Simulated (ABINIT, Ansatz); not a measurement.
**AlH3 (Pm-3m): zone-centre phonons**

Aim: the zone-centre modes of AlH3 (Pm-3m).

Program: ABINIT 10.8.3. Level of theory: DFT LDA, scalar-relativistic, plane waves, PseudoDojo norm-conserving pseudopotentials. Results are calculated unless marked as measured.

The structure was built from a prototype and need not be the compound's stable phase.

## 1. The starting structure

It takes space group Pm-3m (No. 221, cubic). The conventional cell has a = 3.384 Å, b = 3.384 Å, c = 3.384 Å, α = 90.00°, β = 90.00°, γ = 90.00°. Nearest to Al lie 6 H at 1.69 Å. Nearest to H lie 2 Al at 1.69 Å. Farther neighbours are not listed.

Coordinates:

```cif
data_structure
_symmetry_space_group_name_H-M 'P 1'
_symmetry_Int_Tables_number 1
_cell_length_a 3.3840
_cell_length_b 3.3840
_cell_length_c 3.3840
_cell_angle_alpha 90.000
_cell_angle_beta 90.000
_cell_angle_gamma 90.000
_cell_volume 38.75
loop_
_atom_site_label
_atom_site_type_symbol
_atom_site_fract_x
_atom_site_fract_y
_atom_site_fract_z
_atom_site_occupancy
Al1 Al 0.00000 0.00000 0.00000 1
H2 H 0.50000 0.00000 0.00000 1
H3 H 0.00000 0.50000 0.00000 1
H4 H 0.00000 0.00000 0.50000 1
```

## 2. Relaxation

The harmonic expansion starts where the forces on the atoms vanish, and stress shifts the frequencies, so cell and atoms are relaxed with tight thresholds.

The starting cell comes from a relaxation made beforehand in Ansatz (LDA, PseudoDojo NC).

relax.abi

```
# relaxation
ionmov 2
optcell 2
ecutsm 0.5
dilatmx 1.08
ntime 40
tolmxf 1.0d-05
tolvrs 1.0d-14
prtwf 0
prtden 0
chksymtnons 0

# basis, mesh and filling
ecut 31.0
ngkpt 10 10 10
nshiftk 1
shiftk 0.0 0.0 0.0
istwfk *1
occopt 1
nband 3
nstep 100
diemac 9.0
prtebands 0
prtgsr 0
useylm 1

# cell and atoms
acell 6.39476741 6.39476741 6.39476741
rprim 
    1.0 0.0 0.0
    0.0 1.0 0.0
    0.0 0.0 1.0
ntypat 2
znucl 13 1
natom 4
typat 1 2 2 2
xred 
    0.0 0.0 0.0
    0.5 0.0 0.0
    0.0 0.5 0.0
    0.0 0.0 0.5
pp_dirpath "./pseudo"
pseudos "Al.upf, H.upf"
```

On the command line:

```sh
$ OMP_NUM_THREADS=1 mpirun -n 2 abinit relax.abi > relax.log
```

Numbers of over 12 decimals in the logs are rounded to 6 here.

relax.abo, the main output file:

```text
[banners, grids, parts of the stress and lines that vanish by symmetry left out]
- input  file    -> relax.abi
- output file    -> relax.abo
- root for input  files -> relaxi
[...]
Symmetries : space group Pm -3 m (#221); Bravais cP (primitive cubic)
[...]
mpw =        2800          nfft =       46656          nkpt =          56
[...]
== DATASET  1 ==================================================================
[...]
cutoff_energies: {ecut:  31.0, pawecutdg:  -1.0, }
[...]
ETOT  1  -4.068449    -4.068E+00 2.022E-01 3.549E+01
 ETOT  2  -4.081713    -1.326E-02 8.243E-07 3.401E-01
 ETOT  3  -4.081743    -3.011E-05 1.323E-07 4.533E-02
 ETOT  4  -4.081745    -2.199E-06 1.035E-08 5.576E-04
 ETOT  5  -4.081745    -2.356E-08 1.894E-10 2.615E-06
[...]
At SCF step    9       vres2   =  9.73E-15 < tolvrs=  1.00E-14 =>converged.
[...]
sigma(1 1)=  1.98516048E-07  sigma(3 2)=  0.00000000E+00
  sigma(2 2)=  1.98516048E-07  sigma(3 1)=  0.00000000E+00
  sigma(3 3)=  1.98516048E-07  sigma(2 1)=  0.00000000E+00
[...]
convergence: {deltae:  3.375E-14, res2:  9.727E-15, residm:  2.672E-19, diffor: null, }
etotal    :  -4.08174504E+00
[...]
ETOT  1  -4.081745    -4.082E+00 4.561E-10 4.348E-07
[...]
At SCF step    6       vres2   =  1.59E-16 < tolvrs=  1.00E-14 =>converged.
[...]
sigma(1 1)=  1.61528109E-07  sigma(3 2)=  0.00000000E+00
  sigma(2 2)=  1.61528109E-07  sigma(3 1)=  0.00000000E+00
  sigma(3 3)=  1.61528109E-07  sigma(2 1)=  0.00000000E+00
[...]
convergence: {deltae:  2.487E-14, res2:  1.592E-16, residm:  4.905E-21, diffor: null, }
etotal    :  -4.08174504E+00
[...]
ETOT  1  -4.081745    -4.082E+00 8.098E-12 8.291E-06
[...]
ETOT  5  -4.081745     1.954E-14 2.486E-17 5.047E-13
 ETOT  6  -4.081745    -4.174E-14 9.476E-20 3.117E-15
 At SCF step    6       vres2   =  3.12E-15 < tolvrs=  1.00E-14 =>converged.
[...]
sigma(1 1)= -1.17128719E-09  sigma(3 2)=  0.00000000E+00
  sigma(2 2)= -1.17128719E-09  sigma(3 1)=  0.00000000E+00
  sigma(3 3)= -1.17128719E-09  sigma(2 1)=  0.00000000E+00
[...]
convergence: {deltae: -4.174E-14, res2:  3.117E-15, residm:  9.476E-20, diffor: null, }
etotal    :  -4.08174504E+00
[...]
At Broyd/MD step   3, gradients are converged :
[...]
sigma(1 1)= -1.17128719E-09  sigma(3 2)=  0.00000000E+00
  sigma(2 2)= -1.17128719E-09  sigma(3 1)=  0.00000000E+00
  sigma(3 3)= -1.17128719E-09  sigma(2 1)=  0.00000000E+00
[...]
- sigma(1 1)= -3.44604588E-05  sigma(3 2)=  0.00000000E+00
- sigma(2 2)= -3.44604588E-05  sigma(3 1)=  0.00000000E+00
- sigma(3 3)= -3.44604588E-05  sigma(2 1)=  0.00000000E+00
[...]
fcart     -0.0000000000E+00 -0.0000000000E+00 -0.0000000000E+00
           strten     -1.1712871884E-09 -1.1712871886E-09 -1.1712871886E-09
================================================================================

[key lines of the parts left out:]
pressure_GPa:   3.4460E-05
Total energy (etotal) [Ha]= -4.08174504143155E+00
```

Elapsed: 24 s, on 2 MPI ranks of Arm Neoverse N1, shared host.

Little changed from the start: no atom moved by 0.005 Å and no cell edge by 0.1 %.

Read from the output:

| Property | Result |
| --- | --- |
| volume per atom | 9.687 Å³ |
| pressure | 3.45e-5 GPa |

## 3. Ground state

First-order wavefunctions inherit every error of the ground state, hence the very tight tolvrs.

gs.abi

```
# ground state
tolvrs 1.0d-16
prtden 1
prtwf 1
prtpot 1

# basis, mesh and filling
ecut 31.0
ngkpt 12 12 12
nshiftk 1
shiftk 0.0 0.0 0.0
istwfk *1
occopt 1
nband 3
nstep 100
diemac 9.0
prtebands 0
prtgsr 0
useylm 1

# cell and atoms
acell 6.394563028 6.394563028 6.394563028
rprim 
    1.0 0.0 0.0
    0.0 1.0 0.0
    0.0 0.0 1.0
ntypat 2
znucl 13 1
natom 4
typat 1 2 2 2
xred 
    0.0 0.0 0.0
    0.5 0.0 0.0
    0.0 0.5 0.0
    0.0 0.0 0.5
pp_dirpath "./pseudo"
pseudos "Al.upf, H.upf"
```

On the command line:

```sh
$ OMP_NUM_THREADS=1 mpirun -n 2 abinit gs.abi > gs.log
```

gs.abo, the main output file:

```text
[banners, grids, parts of the stress and lines that vanish by symmetry left out]
- input  file    -> gs.abi
- output file    -> gs.abo
- root for input  files -> gsi
[...]
Symmetries : space group Pm -3 m (#221); Bravais cP (primitive cubic)
[...]
mpw =        2200          nfft =       46656          nkpt =          84
[...]
== DATASET  1 ==================================================================
[...]
cutoff_energies: {ecut:  31.0, pawecutdg:  -1.0, }
[...]
ETOT  1  -4.067025    -4.067E+00 2.276E-01 3.540E+01
 ETOT  2  -4.081728    -1.470E-02 2.057E-06 3.403E-01
 ETOT  3  -4.081758    -2.916E-05 1.213E-07 4.521E-02
 ETOT  4  -4.081760    -2.214E-06 1.067E-08 5.712E-04
 ETOT  5  -4.081760    -2.425E-08 2.034E-10 2.954E-06
[...]
ETOT  9  -4.081760    -1.066E-13 3.397E-19 1.356E-14
 ETOT 10  -4.081760     2.034E-13 8.143E-21 1.423E-17
 At SCF step   10       vres2   =  1.42E-17 < tolvrs=  1.00E-16 =>converged.
[...]
sigma(1 1)=  4.93989377E-06  sigma(3 2)=  0.00000000E+00
  sigma(2 2)=  4.93989377E-06  sigma(3 1)=  0.00000000E+00
  sigma(3 3)=  4.93989377E-06  sigma(2 1)=  0.00000000E+00
[...]
convergence: {deltae:  2.034E-13, res2:  1.423E-17, residm:  8.143E-21, diffor: null, }
etotal    :  -4.08175975E+00
[...]
sigma(1 1)=  4.93989377E-06  sigma(3 2)=  0.00000000E+00
  sigma(2 2)=  4.93989377E-06  sigma(3 1)=  0.00000000E+00
  sigma(3 3)=  4.93989377E-06  sigma(2 1)=  0.00000000E+00
[...]
- sigma(1 1)=  1.45336692E-01  sigma(3 2)=  0.00000000E+00
- sigma(2 2)=  1.45336692E-01  sigma(3 1)=  0.00000000E+00
- sigma(3 3)=  1.45336692E-01  sigma(2 1)=  0.00000000E+00
[...]
fcart     -0.0000000000E+00 -0.0000000000E+00 -0.0000000000E+00
           strten      4.9398937714E-06  4.9398937714E-06  4.9398937714E-06
================================================================================

[key lines of the parts left out:]
pressure_GPa:  -1.4534E-01
```

Wall time 15 s (2 MPI ranks); 31 s of CPU time.

Read from the output:

```yaml
pressure: -0.1453 GPa
```

The cell stands at -0.15 GPa: the relaxation ran with a smoothed cutoff and on another k mesh.

## 4. The gap at rest

Empty bands on the ground state's density check that the gap assumed so far is there in this cell.

gap.abi

```
# empty bands on the ground state's density
iscf -2
getden_filepath "gso_DEN"
tolwfr 1.0d-12
nbdbuf 2
prtwf 0

# basis, mesh and filling
ecut 31.0
ngkpt 12 12 12
nshiftk 1
shiftk 0.0 0.0 0.0
istwfk *1
occopt 1
nband 7
nstep 100
diemac 9.0
prtebands 0
prtgsr 0
useylm 1

# cell and atoms
acell 6.394563028 6.394563028 6.394563028
rprim 
    1.0 0.0 0.0
    0.0 1.0 0.0
    0.0 0.0 1.0
ntypat 2
znucl 13 1
natom 4
typat 1 2 2 2
xred 
    0.0 0.0 0.0
    0.5 0.0 0.0
    0.0 0.5 0.0
    0.0 0.0 0.5
pp_dirpath "./pseudo"
pseudos "Al.upf, H.upf"
```

On the command line:

```sh
$ OMP_NUM_THREADS=1 mpirun -n 2 abinit gap.abi > gap.log
```

gap.abo, the main output file:

```text
[banners, grids, parts of the stress and lines that vanish by symmetry left out]
- input  file    -> gap.abi
- output file    -> gap.abo
- root for input  files -> gapi
[...]
Symmetries : space group Pm -3 m (#221); Bravais cP (primitive cubic)
[...]
mpw =        2200          nfft =       46656          nkpt =          84
[...]
== DATASET  1 ==================================================================
[...]
cutoff_energies: {ecut:  31.0, pawecutdg:  -1.0, }
[...]
-outvars: echo values of variables after computation
            acell      6.3945630280E+00  6.3945630280E+00  6.3945630280E+00 Bohr
================================================================================
```

It took 16 s on 2 MPI ranks.

This step gave:

```
gap on the k-mesh : 0.4144 eV
```

In this cell the gap on the mesh is 0.41 eV, indirect (smallest direct 3.6 eV), so fixed occupations hold.

## 5. Linear response at Γ

The derivative of the wavefunctions by k comes first, since the response to a field is built on it; then the field and the displacements that symmetry doesn't supply are solved at q = 0.

It reads the wavefunctions written in step 3.

dfpt_gamma.abi

```
ndtset 2

# common to the responses
getwfk_filepath "gso_WFK"
kptopt 2
nqpt 1
qpt 0.0 0.0 0.0
asr 0
chneut 0

# d/dk
rfelfd1 2
rfdir1 1 1 1
iscf1 -3
tolwfr1 1.0d-20

# displacements, field
rfphon2 1
rfatpol2 1 4
rfdir2 1 1 1
rfelfd2 3
getddk2 1
tolvrs2 1.0d-10
prtwf2 0
prtpot2 1

# basis, mesh and filling
ecut 31.0
ngkpt 12 12 12
nshiftk 1
shiftk 0.0 0.0 0.0
istwfk *1
occopt 1
nband 3
nstep 100
diemac 9.0
prtebands 0
prtgsr 0
useylm 1

# cell and atoms
acell 6.394563028 6.394563028 6.394563028
rprim 
    1.0 0.0 0.0
    0.0 1.0 0.0
    0.0 0.0 1.0
ntypat 2
znucl 13 1
natom 4
typat 1 2 2 2
xred 
    0.0 0.0 0.0
    0.5 0.0 0.0
    0.0 0.5 0.0
    0.0 0.0 0.5
pp_dirpath "./pseudo"
pseudos "Al.upf, H.upf"
```

On the command line:

```sh
$ OMP_NUM_THREADS=1 mpirun -n 2 abinit dfpt_gamma.abi > dfpt_gamma.log
```

dfpt_gamma.abo, the main output file:

```text
[banners, grids, parts of the stress and lines that vanish by symmetry left out]
- input  file    -> dfpt_gamma.abi
- output file    -> dfpt_gamma.abo
- root for input  files -> dfpt_gammai
[...]
DATASET    1 : space group Pm -3 m (#221); Bravais cP (primitive cubic)
[...]
nfft =       46656          nkpt =         868
[...]
DATASET    2 : space group Pm -3 m (#221); Bravais cP (primitive cubic)
[...]
nfft =       46656          nkpt =         868
[...]
== DATASET  1 ==================================================================
[...]
cutoff_energies: {ecut:  31.0, pawecutdg:  -1.0, }
[...]
-  1.00000   1.00000  180309                  znucl, zion, pspdat
[...]
Perturbation : derivative vs k along direction   1
[...]
-ETOT  1  -5.722528     -5.723E+00 5.037E-02 0.000E+00
 ETOT  2  -5.726530     -4.003E-03 5.131E-05 0.000E+00
 ETOT  3  -5.726533     -3.138E-06 9.766E-08 0.000E+00
 ETOT  4  -5.726533     -4.124E-09 1.485E-10 0.000E+00
 ETOT  5  -5.726533     -6.646E-12 4.258E-13 0.000E+00
[...]
At SCF step    8   max residual=  9.96E-21 < tolwfr=  1.00E-20 =>converged.
[...]
Perturbation : derivative vs k along direction   2
[...]
-ETOT  1  -5.722512     -5.723E+00 4.887E-02 0.000E+00
[...]
At SCF step    8   max residual=  9.98E-21 < tolwfr=  1.00E-20 =>converged.
[...]
Perturbation : derivative vs k along direction   3
[...]
-ETOT  1  -5.722528     -5.723E+00 5.037E-02 0.000E+00
[...]
At SCF step    8   max residual=  9.96E-21 < tolwfr=  1.00E-20 =>converged.
[...]
1        1       1.5397582636   -0.0000000000
     1        2       0.0000000000    0.0000000000
     1        3       0.0000000000    0.0000000000
     2        1       0.0000000000    0.0000000000
     2        2       1.5397582636   -0.0000000000
     2        3       0.0000000000    0.0000000000
     3        1       0.0000000000    0.0000000000
     3        2       0.0000000000    0.0000000000
     3        3       1.5397582636   -0.0000000000
[...]
== DATASET  2 ==================================================================
[...]
cutoff_energies: {ecut:  31.0, pawecutdg:  -1.0, }
[...]
Perturbation : displacement of atom   1   along direction   1
[...]
-ETOT  1   4.108118     -2.355E+01 2.201E-01 7.123E+02
[...]
At SCF step    8       vres2   =  2.48E-12 < tolvrs=  1.00E-10 =>converged.
[...]
Perturbation : displacement of atom   2   along direction   1
[...]
-ETOT  1   6.596608     -4.804E+01 5.039E-01 3.448E+03
[...]
At SCF step    8       vres2   =  5.56E-12 < tolvrs=  1.00E-10 =>converged.
[...]
Perturbation : displacement of atom   2   along direction   2
[...]
-ETOT  1  0.660450     -4.399E+01 1.096E-01 6.206E+02
[...]
At SCF step    8       vres2   =  1.60E-11 < tolvrs=  1.00E-10 =>converged.
[...]
Perturbation : homogeneous electric field along direction   1
[...]
-ETOT  1  -61.938932568401     -6.194E+01 1.293E+00 1.971E+03
[...]
ETOT  7  -62.923322206328     -1.249E-10 6.578E-13 8.797E-09
 ETOT  8  -62.923322206330     -2.309E-12 1.377E-14 8.233E-11
 At SCF step    8       vres2   =  8.23E-11 < tolvrs=  1.00E-10 =>converged.
[...]
Dielectric tensor, in cartesian coordinates,
[...]
1    6   1    6         4.1322102052        -0.0000000000
   1    6   2    6        -0.0000000000        -0.0000000000
   1    6   3    6        -0.0000000000        -0.0000000000
   2    6   1    6        -0.0000000000        -0.0000000000
   2    6   2    6         4.1322102052        -0.0000000000
   2    6   3    6        -0.0000000000        -0.0000000000
   3    6   1    6        -0.0000000000        -0.0000000000
   3    6   2    6        -0.0000000000        -0.0000000000
   3    6   3    6         4.1322102052        -0.0000000000
  Effective charges, in cartesian coordinates,
[...]
1    1   1    6         2.7430155200         0.0000000000
   2    1   1    6         0.0000000000         0.0000000000
   3    1   1    6         0.0000000000         0.0000000000
   1    2   1    6        -1.5679761142         0.0000000000
   2    2   1    6         0.0000000000         0.0000000000
[...]
Effective charges, in cartesian coordinates,
[...]
2    6   1    4         0.0000000000         0.0000000000
   3    6   1    4         0.0000000000         0.0000000000
   1    6   2    4         0.0000000000         0.0000000000
   2    6   2    4        -0.5873951705         0.0000000000
   3    6   2    4         0.0000000000         0.0000000000
   1    6   3    4         0.0000000000         0.0000000000
   2    6   3    4         0.0000000000         0.0000000000
   3    6   3    4        -1.5679760097         0.0000000000
  Phonon wavevector (reduced coordinates) :  0.00000  0.00000  0.00000
 Phonon energies in Hartree :
[...]
Phonon frequencies in cm-1    :
- -5.126572E-02 -5.126398E-02 -5.125882E-02  4.839574E+02  4.839574E+02
-  4.839574E+02  5.656874E+02  5.656874E+02  5.656874E+02  1.915298E+03
-  1.915298E+03  1.915298E+03
  Phonon at Gamma, with non-analyticity in the
[...]
Phonon energies in Hartree :
[...]
Phonon frequencies in cm-1    :
- -5.126572E-02 -5.126398E-02 -4.902621E-02  4.839574E+02  4.839574E+02
-  5.656874E+02  5.656874E+02  5.656874E+02  7.466817E+02  1.915298E+03
-  1.915298E+03  2.095421E+03
  Phonon at Gamma, with non-analyticity in the
[...]
Phonon energies in Hartree :
[...]
Phonon frequencies in cm-1    :
- -5.126573E-02 -5.125883E-02 -4.903160E-02  4.839574E+02  4.839574E+02
-  5.656874E+02  5.656874E+02  5.656874E+02  7.466817E+02  1.915298E+03
-  1.915298E+03  2.095421E+03
  Phonon at Gamma, with non-analyticity in the
[...]
Phonon energies in Hartree :
[...]
Phonon frequencies in cm-1    :
- -5.126399E-02 -5.125883E-02 -4.903342E-02  4.839574E+02  4.839574E+02
-  5.656874E+02  5.656874E+02  5.656874E+02  7.466817E+02  1.915298E+03
-  1.915298E+03  2.095421E+03
[...]
fcart2     0.0000000000E+00  0.0000000000E+00  0.0000000000E+00
           strten2     0.0000000000E+00  0.0000000000E+00  0.0000000000E+00
================================================================================
```

Elapsed: 8.7 min, on 2 MPI ranks.

Read from the output:

| Quantity | Value |
| --- | --- |
| miss of the charge sum rule | 2.49e-4 e |
| largest acoustic frequency at the zone centre before the sum rule | -0.05 cm⁻¹ |
| highest optical zone-centre mode (no LO-TO term) | 1915 cm⁻¹ |
| lowest optical zone-centre mode | 484.0 cm⁻¹ |
| mean high-frequency dielectric constant | 4.132 |
| largest Born charge in size (third of the trace) | 2.743 e |

Born charge (rows field, columns displacement), before the sum rule (e), principal values of the symmetric part by kind of site:

```csv
atom,atoms with these values,low,middle,high,mean
Al1,1,2.74,2.74,2.74,2.74
H2,3,-1.57,-0.59,-0.59,-0.91
```

In full for Al1:

```
2.74 0.00 0.00
0.00 2.74 0.00
0.00 0.00 2.74
```

High-frequency dielectric tensor:

```
4.13 0.00 0.00
0.00 4.13 0.00
0.00 0.00 4.13
```

The acoustic modes at Γ come out as far as 0.1 cm⁻¹ from zero, where they should vanish, a small numerical error; the Born charges miss their sum rule by 2.5e-4 e, which is good.

[end of part 1 of 2]

[Host names and launcher messages were left out of these logs when they were recorded.]

[Logs are printed without paths, hosts, clocks, repeated set-up lines and the standing remarks that a program may print on its own settings, such as how far it seeks lower states.]

[Hosts, paths, dates, database ids (printed as entryN), source tags and the programs' standing remarks are cut or masked in the printed files.]
